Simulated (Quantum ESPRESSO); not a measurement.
# Grüneisen parameters and expansion of Al (Fm-3m), part 4 of 7

Aim: how the vibrations of Al shift with volume, and the expansion that follows.

What experiment has found for this phase:
- volume expansion coefficient 69 1e-6/K and heat capacity C_P per formula unit 24.2 J/mol/K near room temperature (given in “High-Throughput Prediction of Finite-Temperature Properties using the Quasi-Harmonic Approximation”, 2016, arXiv:1603.06924)

Quantum ESPRESSO 7.5; DFT PBE+D3(BJ), scalar-relativistic, plane waves, GBRV ultrasoft pseudopotentials.

So far. Step 3 (Relaxation): After the last step pw.x solved the final cell once more on a basis chosen for it, which moves the energy without moving the atoms. Step 4 (Ground state at this cell): On a basis chosen for the relaxed cell the pressure is 0.004 GPa, small enough for phonons.

### 5. Forces on a displaced cell

One atom (for the harmonic constants) or a pair of atoms (for the cubic ones) is moved by a few hundredths of an ångström; the forces on all atoms give a column of force constants. The threshold is tight because the forces are small.

System of this step: Al. Symmetry: Imm2, No. 44, orthorhombic system. Conventional cell: a = 8.448 Å, b = 11.948 Å, c = 8.448 Å, α = 90.00°, β = 90.00°, γ = 90.00°. Nearest to Al lie 12 Al at 2.80 to 2.84 Å. Al has 12 Al at 2.80 to 2.82 Å nearest. Nearest to Al lie 12 Al at 2.82 to 2.84 Å. Al has 12 Al at 2.81 to 2.82 Å nearest. Nearest to Al lie 12 Al at 2.82 Å. Al has 12 Al at 2.82 to 2.83 Å nearest.

disp-00001.in

```
&CONTROL
  calculation = 'scf'
  prefix      = 'x'
  outdir      = './tmp'
  pseudo_dir  = './pseudo'
  tprnfor     = .true.
  disk_io     = 'none'
/
&SYSTEM
  ibrav           = 0
  nat             = 27
  ntyp            = 1
  ecutwfc         = 40.0
  ecutrho         = 240.0
  occupations     = 'smearing'
  smearing        = 'mv'
  degauss         = 0.02
  vdw_corr        = 'grimme-d3'
  dftd3_version   = 4
  dftd3_threebody = .false.
/
&ELECTRONS
  conv_thr         = 1.0d-11
  mixing_beta      = 0.7
  electron_maxstep = 100
/
ATOMIC_SPECIES
 Al     26.9815  Al.upf
CELL_PARAMETERS angstrom
     0.000000000    5.973784203    5.973784203
     5.973784203    0.000000000    5.973784203
     5.973784203    5.973784203    0.000000000
ATOMIC_POSITIONS crystal
 Al     0.002367366   0.000000000   0.000000000
 Al     0.333333333   0.000000000   0.000000000
 Al     0.666666667   0.000000000   0.000000000
 Al     0.000000000   0.333333333   0.000000000
 Al     0.333333333   0.333333333   0.000000000
 Al     0.666666667   0.333333333   0.000000000
 Al     0.000000000   0.666666667   0.000000000
 Al     0.333333333   0.666666667   0.000000000
 Al     0.666666667   0.666666667   0.000000000
 Al     0.000000000   0.000000000   0.333333333
 Al     0.333333333   0.000000000   0.333333333
 Al     0.666666667   0.000000000   0.333333333
 Al     0.000000000   0.333333333   0.333333333
 Al     0.333333333   0.333333333   0.333333333
 Al     0.666666667   0.333333333   0.333333333
 Al     0.000000000   0.666666667   0.333333333
 Al     0.333333333   0.666666667   0.333333333
 Al     0.666666667   0.666666667   0.333333333
 Al     0.000000000   0.000000000   0.666666667
 Al     0.333333333   0.000000000   0.666666667
 Al     0.666666667   0.000000000   0.666666667
 Al     0.000000000   0.333333333   0.666666667
 Al     0.333333333   0.333333333   0.666666667
 Al     0.666666667   0.333333333   0.666666667
 Al     0.000000000   0.666666667   0.666666667
 Al     0.333333333   0.666666667   0.666666667
 Al     0.666666667   0.666666667   0.666666667
K_POINTS automatic
 5 5 5 0 0 0
```

Command:

```bash
OMP_NUM_THREADS=1 mpirun -n 8 pw.x -nk 8 -in disp-00001.in > disp-00001.out
```

What it wrote:

```text
[banner, memory and clock lines left out]
Program PWSCF v.7.5

     Message from routine setup:
     using ibrav=0 with symmetry is DISCOURAGED, use correct ibrav instead

     G-vector sticks info

     bravais-lattice index     =            0
     lattice parameter (alat)  =      15.9648  a.u.
     unit-cell volume          =    2877.2340 (a.u.)^3
     number of atoms/cell      =           27
     number of atomic types    =            1
     number of electrons       =        81.00
     number of Kohn-Sham states=           49
     kinetic-energy cutoff     =      40.0000  Ry
     charge density cutoff     =     240.0000  Ry
     scf convergence threshold =      1.0E-11
     mixing beta               =       0.7000
     number of iterations used =            8  plain     mixing
     Exchange-correlation= SLA  PW   PBE  PBE
                           (   1   4   3   4   0   0   0)

     celldm(1)=  15.964797  celldm(2)=   0.000000  celldm(3)=   0.000000
     celldm(4)=   0.000000  celldm(5)=   0.000000  celldm(6)=   0.000000

     crystal axes: (cart. coord. in units of alat)
               a(1) = (   0.000000   0.707107   0.707107 )
               a(2) = (   0.707107   0.000000   0.707107 )
               a(3) = (   0.707107   0.707107   0.000000 )

     reciprocal axes: (cart. coord. in units 2 pi/alat)
               b(1) = ( -0.707107  0.707107  0.707107 )
               b(2) = (  0.707107 -0.707107  0.707107 )
               b(3) = (  0.707107  0.707107 -0.707107 )

     PseudoPot. # 1 for Al read from file:
     ./pseudo/Al.upf
     Pseudo is Ultrasoft + core correction, Zval =  3.0
     Using radial grid of  893 points,  3 beta functions with:
                l(1) =   0
                l(2) =   1
                l(3) =   2
     Q(r) pseudized with  8 coefficients,  rinner =    0.900   0.900   0.900
                                                       0.900   0.900

     atomic species   valence    mass     pseudopotential
     Al                3.00    26.98150     Al( 1.00)

      4 Sym. Ops. (no inversion) found

   Cartesian axes

     site n.     atom                  positions (alat units)
         1        Al     tau(   1) = (   0.0000000   0.0016740   0.0016740  )
         2        Al     tau(   2) = (   0.0000000   0.2357023   0.2357023  )
         3        Al     tau(   3) = (   0.0000000   0.4714045   0.4714045  )
         4        Al     tau(   4) = (   0.2357023   0.0000000   0.2357023  )
         5        Al     tau(   5) = (   0.2357023   0.2357023   0.4714045  )
         6        Al     tau(   6) = (   0.2357023   0.4714045   0.7071068  )
         7        Al     tau(   7) = (   0.4714045   0.0000000   0.4714045  )
         8        Al     tau(   8) = (   0.4714045   0.2357023   0.7071068  )
         9        Al     tau(   9) = (   0.4714045   0.4714045   0.9428090  )
        10        Al     tau(  10) = (   0.2357023   0.2357023   0.0000000  )
        11        Al     tau(  11) = (   0.2357023   0.4714045   0.2357023  )
        12        Al     tau(  12) = (   0.2357023   0.7071068   0.4714045  )
        13        Al     tau(  13) = (   0.4714045   0.2357023   0.2357023  )
        14        Al     tau(  14) = (   0.4714045   0.4714045   0.4714045  )
        15        Al     tau(  15) = (   0.4714045   0.7071068   0.7071068  )
        16        Al     tau(  16) = (   0.7071068   0.2357023   0.4714045  )
[...]
20        Al     tau(  20) = (   0.4714045   0.7071068   0.2357023  )
        21        Al     tau(  21) = (   0.4714045   0.9428090   0.4714045  )
        22        Al     tau(  22) = (   0.7071068   0.4714045   0.2357023  )
        23        Al     tau(  23) = (   0.7071068   0.7071068   0.4714045  )
        24        Al     tau(  24) = (   0.7071068   0.9428090   0.7071068  )
        25        Al     tau(  25) = (   0.9428090   0.4714045   0.4714045  )
        26        Al     tau(  26) = (   0.9428090   0.7071068   0.7071068  )
        27        Al     tau(  27) = (   0.9428090   0.9428090   0.9428090  )

     DFT-D3 Dispersion Correction (no 3-body):
       Reference C6 values for interpolation:

         atom   Coordination number   C6
         Al         0.000          1081.08
         Al         0.965           875.51
         Al         1.931           513.50
         Al         2.915           307.19

       Values used:

         atom   Coordination number  R0_AB[au]  C6      C8
         Al         9.246            3.789    307.19  29441.29
         Al         9.271            3.789    307.19  29441.29
         Al         9.226            3.789    307.19  29441.29
         Al         9.260            3.789    307.19  29441.29
         Al         9.249            3.789    307.19  29441.29
         Al         9.237            3.789    307.19  29441.29
         Al         9.237            3.789    307.19  29441.29
         Al         9.260            3.789    307.19  29441.29
         Al         9.249            3.789    307.19  29441.29
         Al         9.260            3.789    307.19  29441.29
         Al         9.249            3.789    307.19  29441.29
         Al         9.237            3.789    307.19  29441.29
         Al         9.249            3.789    307.19  29441.29
         Al         9.249            3.789    307.19  29441.29
         Al         9.249            3.789    307.19  29441.29
         Al         9.249            3.789    307.19  29441.29
[...]
Al         9.260            3.789    307.19  29441.29
         Al         9.249            3.789    307.19  29441.29
         Al         9.249            3.789    307.19  29441.29
         Al         9.250            3.789    307.19  29441.29
         Al         9.248            3.789    307.19  29441.29
         Al         9.249            3.789    307.19  29441.29
         Al         9.249            3.789    307.19  29441.29
         Al         9.249            3.789    307.19  29441.29

         Molecular C6 ( Ry / a.u.^6 ) =    223940.78

     number of k points=    27  Marzari-Vanderbilt smearing, width (Ry)=  0.0200
                       cart. coord. in units 2pi/alat
        k(    1) = (   0.0000000   0.0000000   0.0000000), wk =   0.0160000
        k(    2) = (   0.1414214   0.1414214  -0.1414214), wk =   0.0640000
        k(    3) = (   0.2828427   0.2828427  -0.2828427), wk =   0.0640000
        k(    4) = (   0.2828427  -0.0000000   0.0000000), wk =   0.0320000
        k(    5) = (   0.4242641   0.1414214  -0.1414214), wk =   0.0640000
        k(    6) = (  -0.1414214  -0.4242641   0.4242641), wk =   0.0640000
[...]
Davidson diagonalization with overlap
     ethr =  2.13E-11,  avg # of iterations =  3.7

     total energy              =    -181.79325592 Ry
     estimated scf accuracy    <          5.4E-10 Ry

     iteration # 11     ecut=    40.00 Ry     beta= 0.70
     Davidson diagonalization with overlap
     ethr =  6.62E-13,  avg # of iterations =  5.4

     total energy              =    -181.79325593 Ry
     estimated scf accuracy    <          5.3E-10 Ry

     iteration # 12     ecut=    40.00 Ry     beta= 0.70
     Davidson diagonalization with overlap
     ethr =  6.49E-13,  avg # of iterations =  2.0

     total energy              =    -181.79325594 Ry
     estimated scf accuracy    <          4.6E-11 Ry

     iteration # 13     ecut=    40.00 Ry     beta= 0.70
     Davidson diagonalization with overlap
     ethr =  1.00E-13,  avg # of iterations =  3.1

     End of self-consistent calculation

          k = 0.0000 0.0000 0.0000 ( 12339 PWs)   bands (ev):

    -3.1126  -0.0416  -0.0319  -0.0295  -0.0295  -0.0295  -0.0295  -0.0271
    -0.0177   0.9725   0.9782   0.9804   0.9804   0.9826   0.9885   4.9427
     4.9460   4.9472   4.9510   4.9513   4.9525   4.9525   4.9537   4.9540
     4.9578   4.9590   4.9623   7.2118   7.2122   7.2222   7.2225   7.2227
     7.2228   7.2228   7.2230   7.2231   7.2236   7.2335   7.2338   8.8232
     8.8258   8.8305   8.8314   8.8318   8.8326   8.8330   8.8337   8.8356
     8.8391

          k = 0.1414 0.1414-0.1414 ( 12269 PWs)   bands (ev):

    -2.9882  -1.1325  -0.3197  -0.3148  -0.3100   0.2889   0.2938   0.2986
     0.4937   0.4985   0.5035   1.3070   1.8976   1.9025   1.9074   3.4974
     3.5025   3.5074   5.0572   5.0578   5.0623   5.0635   5.0678   5.0685
     5.8939   5.8988   5.9036   6.6440   6.6493   6.6546   6.6779   6.7194
     6.7198   6.7240   6.7252   6.7294   6.7303   7.4886   7.4904   7.4922
     8.2212   8.2226   8.2240   8.7972   8.7984   8.7996   9.5510   9.5515
     9.5534

          k = 0.2828 0.2828-0.2828 ( 12284 PWs)   bands (ev):

    -2.6153  -1.9958  -0.3608  -0.3558  -0.3511  -0.1573  -0.1525  -0.1476
     1.2616   1.2665   1.2714   2.2651   2.2700   2.2749   2.8624   3.0466
     3.0515   3.0564   4.4041   4.4091   4.4139   4.6890   5.3642   5.3646
     5.3697   5.3704   5.3754   5.3759   6.0391   6.0398   6.0433   6.0447
[...]
10.1701

          k = 0.2828-0.0000 0.0000 ( 12279 PWs)   bands (ev):

[...]
9.7589

          k = 0.4243 0.1414-0.1414 ( 12297 PWs)   bands (ev):

[...]
10.0179

          k =-0.1414-0.4243 0.4243 ( 12302 PWs)   bands (ev):

[...]
9.9470

          k = 0.0000-0.2828 0.2828 ( 12302 PWs)   bands (ev):

[...]
10.0203

          k = 0.5657-0.0000 0.0000 ( 12302 PWs)   bands (ev):

[...]
10.8882

          k = 0.0000-0.5657 0.5657 ( 12302 PWs)   bands (ev):

[...]
9.9456

          k =-0.1414-0.4243 0.7071 ( 12285 PWs)   bands (ev):

[...]
10.2275

          k = 0.1414 0.1414 0.1414 ( 12269 PWs)   bands (ev):

[...]
9.5560

          k = 0.2828 0.2828 0.2828 ( 12284 PWs)   bands (ev):

[...]
10.1685

          k = 0.0000 0.2828-0.0000 ( 12279 PWs)   bands (ev):

[...]
9.7577

          k = 0.1414 0.4243 0.1414 ( 12297 PWs)   bands (ev):

[...]
10.0179

          k =-0.1414-0.4243 0.1414 ( 12297 PWs)   bands (ev):

[...]
10.0179

          k =-0.4243-0.1414-0.1414 ( 12297 PWs)   bands (ev):

[...]
10.0179

          k =-0.4243-0.1414-0.4243 ( 12302 PWs)   bands (ev):

[...]
k = 0.4243 0.1414-0.4243 ( 12302 PWs)   bands (ev):

[...]
k = 0.1414 0.4243 0.4243 ( 12302 PWs)   bands (ev):

[...]
k =-0.2828 0.0000-0.2828 ( 12302 PWs)   bands (ev):

[...]
10.0189

          k =-0.0000 0.2828 0.2828 ( 12302 PWs)   bands (ev):

[...]
10.0206

          k = 0.0000 0.5657-0.0000 ( 12302 PWs)   bands (ev):

[...]
10.8892

          k =-0.5657 0.0000-0.5657 ( 12302 PWs)   bands (ev):

[...]
9.9463

          k =-0.0000 0.5657 0.5657 ( 12302 PWs)   bands (ev):

[...]
9.9739

          k =-0.4243-0.1414-0.7071 ( 12285 PWs)   bands (ev):

[...]
10.2616

          k = 0.7071 0.4243-0.1414 ( 12285 PWs)   bands (ev):

[...]
7.2228   7.3108   7.3108   7.6212   7.8619   7.8619   8.0883   8.0883
     8.6711   8.6766   8.6777   8.7522   9.3902   9.3902   9.6739   9.6739
    10.2613

          k =-0.7071 0.4243 0.1414 ( 12285 PWs)   bands (ev):

    -2.2847  -1.6664  -1.6664  -1.4610  -0.0299  -0.0299   0.1730   0.9836
     1.5875   1.5875   1.7864   1.7864   2.5872   2.5872   3.1780   3.1784
     3.1802   3.1807   3.3692   4.1316   4.1316   4.1593   4.7229   4.7229
     4.8341   4.8353   4.8393   5.0017   5.0017   5.6916   7.1344   7.1574
     7.2227   7.3108   7.3109   7.6211   7.8619   7.8619   8.0883   8.0883
     8.6712   8.6764   8.6775   8.7523   9.3902   9.3902   9.6739   9.6740
    10.2606

     the Fermi energy is     8.4710 ev

!    total energy              =    -181.79325594 Ry
     estimated scf accuracy    <          3.1E-12 Ry
     smearing contrib. (-TS)   =      -0.00104263 Ry
     internal energy E=F+TS    =    -181.79221331 Ry

     The total energy is F=E-TS. E is the sum of the following terms:
     one-electron contribution =      83.28296515 Ry
     hartree contribution      =       0.23346714 Ry
     xc contribution           =    -116.57176928 Ry
     ewald contribution        =    -148.03826390 Ry
     DFT-D3 Dispersion         =      -0.69861242 Ry

     convergence has been achieved in  13 iterations

     Forces acting on atoms (cartesian axes, Ry/au):

     atom    1 type  1   force =    -0.00000000   -0.00304218   -0.00304218
     atom    2 type  1   force =    -0.00000000    0.00088583    0.00088583
     atom    3 type  1   force =    -0.00000000    0.00081357    0.00081357
     atom    4 type  1   force =     0.00045217   -0.00008428    0.00040943
     atom    5 type  1   force =     0.00000051   -0.00001500   -0.00001445
     atom    6 type  1   force =    -0.00043662    0.00039970   -0.00008140
     atom    7 type  1   force =     0.00043662   -0.00008140    0.00039970
     atom    8 type  1   force =    -0.00045217    0.00040943   -0.00008428
     atom    9 type  1   force =    -0.00000051   -0.00001445   -0.00001500
     atom   10 type  1   force =     0.00045217    0.00040943   -0.00008428
     atom   11 type  1   force =     0.00000051   -0.00001445   -0.00001500
     atom   12 type  1   force =    -0.00043662   -0.00008140    0.00039970
     atom   13 type  1   force =    -0.00000554   -0.00000997   -0.00000997
     atom   14 type  1   force =     0.00000552   -0.00000988   -0.00000988
     atom   15 type  1   force =    -0.00000105    0.00000533    0.00000533
     atom   16 type  1   force =    -0.00000000   -0.00004284   -0.00003473
[...]
atom   20 type  1   force =    -0.00045217   -0.00008428    0.00040943
     atom   21 type  1   force =    -0.00000051   -0.00001500   -0.00001445
     atom   22 type  1   force =     0.00000000   -0.00003473   -0.00004284
     atom   23 type  1   force =     0.00000000    0.00000364    0.00010583
     atom   24 type  1   force =     0.00000000    0.00010653    0.00000539
     atom   25 type  1   force =    -0.00000552   -0.00000988   -0.00000988
     atom   26 type  1   force =     0.00000105    0.00000533    0.00000533
     atom   27 type  1   force =     0.00000554   -0.00000997   -0.00000997

     Total force =     0.004940     Total SCF correction =     0.000002
     Message from routine punch:
     Nothing written, as per user request (disk_io='none')
```

Elapsed: 94 s, on 8 MPI ranks of Intel Xeon Platinum 8488C (Sapphire Rapids), shared host.

Force (size) by element, in eV/Å:

```
element  atoms   mean  spread (r.m.s.)  least  largest
     Al     27  0.012            0.021  0.000    0.111
```

The atoms with the largest values:

```
atom       x, y, z (Å)           force (eV/Å)
 Al1  0.00, 0.01, 0.01  0.000, -0.078, -0.078
 Al2  0.00, 1.99, 1.99    0.000, 0.023, 0.023
 Al3  0.00, 3.98, 3.98    0.000, 0.021, 0.021
 Al4  1.99, 0.00, 1.99   0.012, -0.002, 0.011
 Al8  3.98, 1.99, 5.97  -0.012, 0.011, -0.002
Al10  1.99, 1.99, 0.00   0.012, 0.011, -0.002
Al20  3.98, 5.97, 1.99  -0.012, -0.002, 0.011
 Al7  3.98, 0.00, 3.98   0.011, -0.002, 0.010
```

(Continued in part 5 of 7.)

[Logs are printed without paths, hosts, clocks, repeated set-up lines and the standing remarks that a program may print on its own settings, such as how far it seeks lower states.]

[Hosts, paths, dates, database ids (printed as entryN), source tags and the programs' standing remarks are cut or masked in the printed files.]

[A step with changed settings may run another functional than the one named; its input shows which.]

[Of the runs on displaced cells, only some may be shown.]
